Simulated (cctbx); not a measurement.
**A crystallographic session in cctbx: Ba2SrTeS6**

Library: cctbx 2025.11. The data are simulated by the first script.

## 1. Simulate the data

run.py:

```python
from cctbx import adptbx, crystal, miller, sgtbx, xray
from cctbx.array_family import flex
from iotbx.shelx import hklf
from scitbx import matrix
import scitbx.random

cs = crystal.symmetry(unit_cell=(7.165, 7.165, 17.056, 90, 90, 120), space_group_symbol='Hall: -R 3')  # R-3
atoms = [  # label, site, U (iso, or U11 U22 U33 U12 U13 U23 in A^2), occupancy
    ("Ba1", (1/3, 2/3, 0.4153), (0.0117, 0.0117, 0.0214, 0.0058, 0.0000, 0.0000), 1),
    ("Te1", (1/3, 2/3, 0.16667), (0.0146, 0.0146, 0.0150, 0.0073, 0.0000, 0.0000), 1),
    ("Sr1", (0, 0, 0), (0.0198, 0.0198, 0.0220, 0.0099, 0.0000, 0.0000), 1),
    ("S1", (0.034, 0.5719, 0.2435), (0.0397, 0.0423, 0.0173, 0.0168, 0.0063, 0.0068), 1),
]
xs = xray.structure(crystal_symmetry=cs)
for label, site, u, occ in atoms:
    u = adptbx.u_cif_as_u_star(cs.unit_cell(), u) if isinstance(u, tuple) else u
    xs.add_scatterer(xray.scatterer(label, site=site, u=u, occupancy=occ))
xs.set_inelastic_form_factors(0.71073, "sasaki")
xs.show_summary()
p1 = xs.expand_to_p1()
ms = miller.build_set(p1, anomalous_flag=True, d_min=0.75)
flex.set_random_seed(377602)
scitbx.random.set_random_seed(377602)
ms = ms.select(flex.random_double(ms.size()) < 0.7)
i = ms.structure_factors_from_scatterers(p1, algorithm="direct").f_calc().as_intensity_array().data()
i = i / flex.sqrt(1 + 0.3 * i / flex.max(i))  # extinction
i = i * 20000 / flex.max(i)
sig = flex.sqrt(i + flex.pow2(0.015 * i) + 15 ** 2)
noise = scitbx.random.variate(scitbx.random.normal_distribution())(i.size())
data = ms.array(data=i + sig * noise, sigmas=sig).set_observation_type_xray_intensity()
with open("data.hkl", "w") as f:
    data.export_as_shelx_hklf(f)
print("reflections written:", data.size(), " <I/sigma> = %.1f" % flex.mean(data.data() / data.sigmas()))
for h, a, b in list(data.sort("data"))[:12]:
    print("%4d%4d%4d %9.1f %7.1f" % (h + (a, b)))
```

```console
$ python run.py
```

```text
Number of scatterers: 4
At special positions: 3
Unit cell: (7.165, 7.165, 17.056, 90, 90, 120)
Space group: R -3 :H (No. 148)
reflections written: 5322  <I/sigma> = 4.8
  -2   2  -4   20630.3   332.0
   2  -2   4   20330.8   332.0
   0  -2  -4   20136.1   332.0
   0   2   4   20001.6   332.0
   2   0  -4   19945.5   332.0
  -2   0   4   19923.8   332.0
  -2   2   8   14138.4   236.7
   2  -2  -8   13990.5   236.7
  -2   0  -8   13698.5   236.7
   0   2  -8   13637.3   236.7
   2   0   8   13474.8   236.7
   0  -2   8   13424.7   236.7
```

Run time: 0.22 s on 1 thread of Arm Neoverse V2, on a shared host, peak memory 0.07 GiB.

## 2. Symmetry

run.py:

```python
from cctbx import crystal, sgtbx, statistics
from cctbx.array_family import flex
from iotbx.shelx import hklf

p1 = crystal.symmetry(unit_cell=(7.165, 7.165, 17.056, 90, 90, 120), space_group_symbol="P 1")
raw = hklf.reader(file_name="data.hkl").as_miller_arrays(crystal_symmetry=p1, anomalous=True)[0]
print(raw.size(), "reflections to d = %.3f A" % raw.d_min())
isig = raw.data() / raw.sigmas()
print("centring   violations  <I/sigma> of those")
best = "P"
for c in "ABCIRF":
    a = raw.customized_copy(space_group_info=sgtbx.space_group_info("Hall: %s 1" % c)).sys_absent_flags().data()
    m = flex.mean(isig.select(a))
    print("%5s %10d of %5d %8.1f" % (c, (isig.select(a) > 4).count(True), a.count(True), m))
    if (isig.select(a) > 4).count(True) < 0.01 * a.count(True):
        best = c
raw = raw.select(~raw.customized_copy(space_group_info=sgtbx.space_group_info("Hall: %s 1" % best)).sys_absent_flags().data())
isig = raw.data() / raw.sigmas()
rows = []
for s in sgtbx.space_group_symbol_iterator():
    g = sgtbx.space_group(s)
    if g.conventional_centring_type_symbol() != best or not g.is_compatible_unit_cell(p1.unit_cell(), 1e-3, 0.02):
        continue
    rows.append((s, g))
print("Laue class    unique    Rint  (classes that these axes allow; Friedel mates merged)")
rint = {}
for s, g in rows:
    laue = g.build_derived_patterson_group()
    key = laue.type().hall_symbol()
    if key not in rint:
        m = raw.customized_copy(space_group_info=laue.info(), anomalous_flag=False).merge_equivalents()
        rint[key] = m.r_int()
        print("%-14s %6d %7.3f" % (laue.type().lookup_symbol(), m.array().size(), m.r_int()))
floor = min(rint.values())
good = [(s, g) for s, g in rows if rint[g.build_derived_patterson_group().type().hall_symbol()] < 2 * floor + 0.03]
top = max(g.build_derived_patterson_group().order_z() for s, g in good)
print("space group    extra absences  I>4sigma  <I/sigma>")
for s, g in good:
    laue = g.build_derived_patterson_group()
    if laue.order_z() != top:
        continue
    a = raw.customized_copy(space_group_info=g.info()).sys_absent_flags().data()
    a &= ~raw.customized_copy(space_group_info=laue.info()).sys_absent_flags().data()
    bad = (isig.select(a) > 4).count(True)
    if bad <= 0.03 * a.count(True):
        print("%-16s %8d %10d %9s  %s" % (s.universal_hermann_mauguin(), a.count(True), bad, "%.1f" % flex.mean(isig.select(a)) if a.count(True) else "-", "centric" if g.is_centric() else "acentric"))
laue = max(good, key=lambda t: t[1].build_derived_patterson_group().order_z())[1].build_derived_patterson_group()
f = raw.customized_copy(space_group_info=laue.info(), anomalous_flag=False).merge_equivalents().array().eliminate_sys_absent().f_sq_as_f()
f.set_observation_type_xray_amplitude()
bins = max(3, min(8, f.size() // 12))
f.setup_binner(n_bins=bins)
w = statistics.wilson_plot(f, {e: n / laue.order_z() for e, n in {'Ba': 6.0, 'Te': 3.0, 'Sr': 3.0, 'S': 18.0}.items()}, e_statistics=True)
print("Wilson B = %.2f A^2   <|E^2-1|> = %.3f (0.968 centric, 0.736 acentric)   E^2>4: %.1f %%" % (w.wilson_b, w.mean_e_sq_minus_1, w.percent_e_sq_gt_2))
print("shell (A)         n   <I/sigma>")
m = raw.customized_copy(space_group_info=laue.info(), anomalous_flag=False).merge_equivalents().array().eliminate_sys_absent()
for b in m.setup_binner(n_bins=bins).range_used():
    sel = m.binner().selection(b)
    print("%5.2f - %4.2f %6d %8.1f" % (min(m.binner().bin_d_range(b)[0] if m.binner().bin_d_range(b)[0] > 0 else 99, 99), m.binner().bin_d_range(b)[1], sel.count(True), flex.mean((m.data() / m.sigmas()).select(sel))))
```

```console
$ python run.py
```

```text
5322 reflections to d = 0.751 A
centring   violations  <I/sigma> of those
    A        495 of  2681      4.5
    B        477 of  2613      4.4
    C        492 of  2700      4.6
    I        492 of  2651      4.6
    R          0 of  3542     -0.0
    F        732 of  3997      4.5
Laue class    unique    Rint  (classes that these axes allow; Friedel mates merged)
R -3 :H           428   0.023
R -3 m :H         266   0.122
space group    extra absences  I>4sigma  <I/sigma>
R 3 :H                  0          0         -  acentric
R -3 :H                 0          0         -  centric
Wilson B = 1.33 A^2   <|E^2-1|> = 1.287 (0.968 centric, 0.736 acentric)   E^2>4: 6.6 %
shell (A)         n   <I/sigma>
 5.83 - 1.50     56     39.5
 1.50 - 1.19     50     33.0
 1.19 - 1.04     54     26.5
 1.04 - 0.95     51     32.1
 0.95 - 0.88     51     18.0
 0.88 - 0.83     52     21.7
 0.83 - 0.79     53     24.0
 0.79 - 0.75     61     14.3
```

Time: 0.21 s.

## 3. Patterson map

run.py:

```python
from cctbx import crystal, maptbx
from iotbx.shelx import hklf

cs = crystal.symmetry(unit_cell=(7.165, 7.165, 17.056, 90, 90, 120), space_group_symbol='Hall: -R 3')  # R-3
raw = hklf.reader(file_name="data.hkl").as_miller_arrays(crystal_symmetry=cs, anomalous=True)[0]
merged = raw.eliminate_sys_absent().merge_equivalents()
fo2 = merged.array().set_observation_type_xray_intensity()
f = fo2.average_bijvoet_mates().f_sq_as_f()
pm = f.patterson_map(symmetry_flags=maptbx.use_space_group_symmetry, sharpening=True, resolution_factor=0.25)
peaks = pm.peak_search(parameters=maptbx.peak_search_parameters(min_distance_sym_equiv=0.4, max_clusters=14)).all()
top = peaks.heights()[0]
print("Patterson group", f.patterson_symmetry().space_group_info())
print("      u       v       w   height  length (A)")
for x, h in zip(peaks.sites(), peaks.heights()):
    y = [t - round(t) for t in x]
    print("%7.3f %7.3f %7.3f %8.1f %8.2f" % (x + (1000 * h / top, cs.unit_cell().length(y))))
```

```console
$ python run.py
```

```text
Patterson group R -3 :H
      u       v       w   height  length (A)
  0.000   0.000   0.000   1000.0     0.00
  0.000   0.000   0.500    885.6     8.53
  0.000   0.000   0.250    853.7     4.26
  0.035   0.557   0.496     83.3     9.08
  0.038   0.563   0.988     81.8     3.28
  0.025   0.544   0.741     67.2     5.55
  0.077   0.907   0.489     65.2     8.41
  0.076   0.905   0.989     64.5     1.08
  0.090   0.172   0.740     56.3     4.57
  0.080   0.906   0.239     55.1     4.21
  0.019   0.885   0.037     54.0     1.10
  0.000   0.500   0.000     53.7     3.58
  0.017   0.881   0.788     50.7     3.73
  0.015   0.882   0.538     50.7     7.94
```

Time: 0.22 s.

## 4. Charge flipping

run.py:

```python
import itertools
from cctbx import crystal, maptbx
from cctbx.array_family import flex
from iotbx.shelx import hklf
from smtbx.ab_initio import charge_flipping as cf

cs = crystal.symmetry(unit_cell=(7.165, 7.165, 17.056, 90, 90, 120), space_group_symbol='Hall: -R 3')  # R-3
raw = hklf.reader(file_name="data.hkl").as_miller_arrays(crystal_symmetry=cs, anomalous=True)[0]
merged = raw.eliminate_sys_absent().merge_equivalents()
fo2 = merged.array().set_observation_type_xray_intensity()
f = fo2.average_bijvoet_mates().f_sq_as_f().resolution_filter(d_min=0.8)
p1 = f.expand_to_p1()
p1.setup_binner_counting_sorted(reflections_per_bin=max(40, p1.size() // 12))
work = p1.array(data=p1.data() / p1.amplitude_quasi_normalisations().data())
flex.set_random_seed(17850)
it = cf.weak_reflection_improved_iterator(delta=None, weak_reflection_fraction=0.3)
it.start(work, phases=flex.random_double(p1.size()) * 6.2832, f_000=0)
it.delta = 0.1 * it.rho_map.sigma()
print("cycle      R  skewness")
for n, st in enumerate(itertools.islice(it, 150)):
    if n % 12 == 0:
        print("%5d %6.3f %8.2f" % (n, st.r1_factor(), st.rho_map.skewness()))
rho = p1.phase_transfer(it.f_calc).fft_map().apply_volume_scaling()
polish = cf.low_density_elimination_iterator(constant_rho_c=rho.sigma())
polish.start(f_obs=p1, phases=it.f_calc, f_000=0)
for _ in range(8):
    next(polish)
print("origin shift          correlation  skewness")
maps = []
for fc, shift, cc in itertools.islice(cf.f_calc_symmetrisations(f, polish.f_calc, 0), 4):
    m = f.phase_transfer(fc).fft_map(symmetry_flags=maptbx.use_space_group_symmetry, resolution_factor=0.25).apply_sigma_scaling()
    maps.append((m.skewness(), cc, m))
    print("%6.3f %6.3f %6.3f %10.3f %9.2f" % (tuple(shift) + (cc, m.skewness())))
skew, cc, m = max((t for t in maps if t[1] > maps[0][1] - 0.04), key=lambda t: t[0])
print("taken: symmetry correlation %.3f, skewness %.2f" % (cc, skew))
peaks = m.peak_search(parameters=maptbx.peak_search_parameters(min_distance_sym_equiv=0.9, max_clusters=9)).all()
sps = cs.special_position_settings(min_distance_sym_equiv=0.5)
print("peak      x       y       z  mult  height/sigma")
for k, (x, h) in enumerate(zip(peaks.sites(), peaks.heights())):
    ss = sps.site_symmetry(x)
    print("Q%-3d %7.4f %7.4f %7.4f %4d %8.1f" % ((k + 1,) + tuple(t % 1 for t in ss.exact_site()) + (ss.multiplicity(), h)))
```

```console
$ python run.py
```

```text
cycle      R  skewness
    0  0.646     0.40
   12  0.044     0.97
   24  0.038     0.96
   36  0.039     0.96
   48  0.041     0.96
   60  0.042     0.95
   72  0.043     0.95
   84  0.045     0.95
   96  0.046     0.95
  108  0.047     0.95
  120  0.047     0.95
  132  0.048     0.96
  144  0.048     0.95
origin shift          correlation  skewness
 0.008  0.098  0.430      0.803      0.74
 0.009  0.098  0.180      0.803      0.79
 0.009  0.098  0.305      0.800      0.74
 0.009  0.098  0.055      0.800      0.77
taken: symmetry correlation 0.803, skewness 0.79
peak      x       y       z  mult  height/sigma
Q1    0.0000  0.0000  0.5000    3      7.0
Q2    0.0000  0.0000  0.2679    6      5.9
Q3    0.0000  0.0000  0.0000    3      3.7
Q4    0.1025  0.5223  0.9290   18      3.5
Q5    0.0302  0.2787  0.0749   18      3.4
Q6    0.0267  0.2753  0.8215   18      3.4
Q7    0.0161  0.2719  0.5760   18      3.3
Q8    0.0332  0.2809  0.3193   18      3.2
Q9    0.1062  0.5236  0.4293   18      3.1
```

Time: 0.33 s.

This run holds a fault made on purpose: flipping threshold far too low.

## 5. Charge flipping

run.py, as its changes from the last script of this kind:

```diff
@@ -18 +18 @@
-it.delta = 0.1 * it.rho_map.sigma()
+it.delta = 0.9 * it.rho_map.sigma()
```

```console
$ python run.py
```

```text
cycle      R  skewness
    0  0.591     0.28
   12  0.449     1.46
   24  0.439     1.65
   36  0.420     1.72
   48  0.449     1.67
   60  0.424     1.74
   72  0.445     1.72
   84  0.444     1.84
   96  0.446     2.01
  108  0.436     2.12
  120  0.427     2.14
  132  0.421     2.15
  144  0.426     2.03
origin shift          correlation  skewness
 0.290  0.149  0.283      0.916     10.11
 0.290  0.149  0.033      0.916     10.14
 0.290  0.149  0.158      0.916      9.96
 0.290  0.149  0.408      0.916      9.99
taken: symmetry correlation 0.916, skewness 10.14
peak      x       y       z  mult  height/sigma
Q1    0.0000  0.0000  0.0000    3     22.9
Q2    0.0000  0.0000  0.5000    3     21.0
Q3    0.0000  0.0000  0.2486    6     19.2
Q4    0.0406  0.5801  0.4955   18      2.1
Q5    0.0395  0.5946  0.9918   18      1.9
Q6    0.0176  0.1451  0.2054   18      1.4
Q7    0.0240  0.1682  0.0304   18      1.2
Q8    0.0243  0.5975  0.7415   18      1.2
Q9    0.0113  0.2502  0.8773   18      1.2
```

Time: 0.32 s.

## 6. Refinement (model from the peaks)

run.py:

```python
import math
from cctbx import adptbx, crystal, maptbx, sgtbx, xray
from cctbx.array_family import flex
from cctbx.xray import observations
from iotbx.shelx import hklf
from scitbx.lstbx import normal_eqns_solving
from smtbx import absolute_structure, utils
from smtbx.refinement import constraints, least_squares

cs = crystal.symmetry(unit_cell=(7.165, 7.165, 17.056, 90, 90, 120), space_group_symbol='Hall: -R 3')  # R-3
atoms = [  # label, site, U (iso, or U11 U22 U33 U12 U13 U23 in A^2), occupancy
    ("Sr1", (0, 0, 0), 0.0200, 1),
    ("Te1", (0, 0, 0.5), 0.0200, 1),
    ("Ba1", (0, 0, 0.2486), 0.0200, 1),
]
xs = xray.structure(crystal_symmetry=cs)
for label, site, u, occ in atoms:
    u = adptbx.u_cif_as_u_star(cs.unit_cell(), u) if isinstance(u, tuple) else u
    xs.add_scatterer(xray.scatterer(label, site=site, u=u, occupancy=occ))
xs.set_inelastic_form_factors(0.71073, "sasaki")
raw = hklf.reader(file_name="data.hkl").as_miller_arrays(crystal_symmetry=cs, anomalous=True)[0]
merged = raw.eliminate_sys_absent().merge_equivalents()
fo2 = merged.array().set_observation_type_xray_intensity()
print("Rint %.3f, %d unique reflections to %.2f A" % (merged.r_int(), fo2.size(), fo2.d_min()))
for sc in xs.scatterers():
    sc.flags.set_grad_site(True)
    sc.flags.set_grad_u_aniso(sc.flags.use_u_aniso())
    sc.flags.set_grad_u_iso(sc.flags.use_u_iso())
obs = fo2.as_xray_observations()
extra = {}
rep = constraints.reparametrisation(xs, [], utils.connectivity_table(xs), **extra)
ls = least_squares.crystallographic_ls(obs, rep, weighting_scheme=least_squares.mainstream_shelx_weighting(a=0, b=0))
print("cycle     R1     wR2    GooF  max shift (A)")
for cycle in range(6):
    ls.build_up()
    r1, wr2, goof = ls.r1_factor(cutoff_factor=2)[0], ls.wR2(), ls.goof()
    old = xs.sites_cart()
    normal_eqns_solving.levenberg_marquardt_iterations(ls, n_max_iterations=3, tau=0.0001, step_threshold=1e-7)
    big = flex.max((xs.sites_cart() - old).norms())
    print("%4d %7.4f %7.4f %7.3f %9.5f" % (cycle + 1, r1, wr2, goof, big))
    ls.build_up(objective_only=True)
    if abs(ls.wR2() - wr2) < 5e-5 and big < 5e-4:
        break
ls.build_up()
print("final R1 %.4f wR2 %.4f GooF %.3f  parameters %d  data/parameter %.1f" % (ls.r1_factor(cutoff_factor=2)[0], ls.wR2(), ls.goof(), ls.n_parameters, fo2.size() / ls.n_parameters))
cov = ls.covariance_matrix_and_annotations()
su = dict(zip(cov.annotations, (math.sqrt(max(v, 0)) for v in cov.matrix.matrix_packed_u_diagonal())))
a2 = cs.unit_cell().reciprocal_parameters()[0] ** -2
print("atom        x        y        z      Ueq    occ   su(xyz)  su(Uiso or U11)")
for sc in xs.scatterers():
    s = max(su.get(sc.label + k, 0) for k in (".x", ".y", ".z"))
    npd = "" if sc.is_positive_definite_u(cs.unit_cell()) else "  NPD"
    print("%-5s %8.5f %8.5f %8.5f %8.4f %6.3f %8.5f %7.4f%s" % ((sc.label,) + sc.site + (sc.u_iso_or_equiv(cs.unit_cell()), sc.occupancy, s, su.get(sc.label + ".uiso", su.get(sc.label + ".u11", 0) * a2), npd)))
fo = fo2.f_sq_as_f()
fc = fo.structure_factors_from_scatterers(xs, algorithm="direct").f_calc()
diff = fo.f_obs_minus_f_calc(1 / math.sqrt(ls.scale_factor()), fc).average_bijvoet_mates()
m = diff.fft_map(symmetry_flags=maptbx.use_space_group_symmetry, resolution_factor=0.25).apply_volume_scaling()
print("difference map: max %.2f min %.2f rms %.2f" % (m.statistics().max(), m.statistics().min(), m.statistics().sigma()))
peaks = m.peak_search(parameters=maptbx.peak_search_parameters(min_distance_sym_equiv=0.6, max_clusters=6)).all()
near = xs.closest_distances(peaks.sites(), distance_cutoff=4)
sps = cs.special_position_settings(min_distance_sym_equiv=0.5)
for k, (x, h) in enumerate(zip(peaks.sites(), peaks.heights())):
    ss = sps.site_symmetry(x)
    print("Q%-3d %7.4f %7.4f %7.4f %4d %7.2f  %.2f A from %s" % ((k + 1,) + tuple(t % 1 for t in ss.exact_site()) + (ss.multiplicity(), h, near.smallest_distances[k], xs.scatterers()[near.i_seqs[k]].label)))
```

```console
$ python run.py
```

```text
Rint 0.023, 428 unique reflections to 0.75 A
cycle     R1     wR2    GooF  max shift (A)
   1  0.2495  0.3938  16.452   0.02895
   2  0.1984  0.3727  15.570   0.00057
   3  0.1984  0.3727  15.570   0.00001
final R1 0.1984 wR2 0.3727 GooF 15.570  parameters 4  data/parameter 107.0
atom        x        y        z      Ueq    occ   su(xyz)  su(Uiso or U11)
Sr1    0.00000  0.00000  0.00000   0.0287  1.000  0.00000  0.0031
Te1    0.00000  0.00000  0.50000   0.0111  1.000  0.00000  0.0016
Ba1    0.00000  0.00000  0.25033   0.0134  1.000  0.00034  0.0012
difference map: max 27.27 min -9.66 rms 2.06
Q1    0.0349  0.5722  0.2445   18   28.83  2.31 A from Te1
Q2    0.0000  0.0000  0.2661    6   11.36  0.27 A from Ba1
Q3    0.0000  0.0000  0.5000    3    7.84  0.00 A from Te1
Q4    0.0390  0.5818  0.7449   18    7.74  2.31 A from Sr1
Q5    0.0000  0.0000  0.2292    6    7.24  0.36 A from Ba1
Q6    0.0319  0.5669  0.0094   18    6.13  2.47 A from Ba1
```

Run time: 0.39 s on 1 thread of Arm Neoverse V2, with other jobs on the host, peak memory 0.09 GiB.

Figures of merit this high mean that the model is still wrong or incomplete.

[Logs are printed without paths, hosts, clocks, repeated set-up lines and the standing remarks that a program may print on its own settings, such as how far it seeks lower states.]
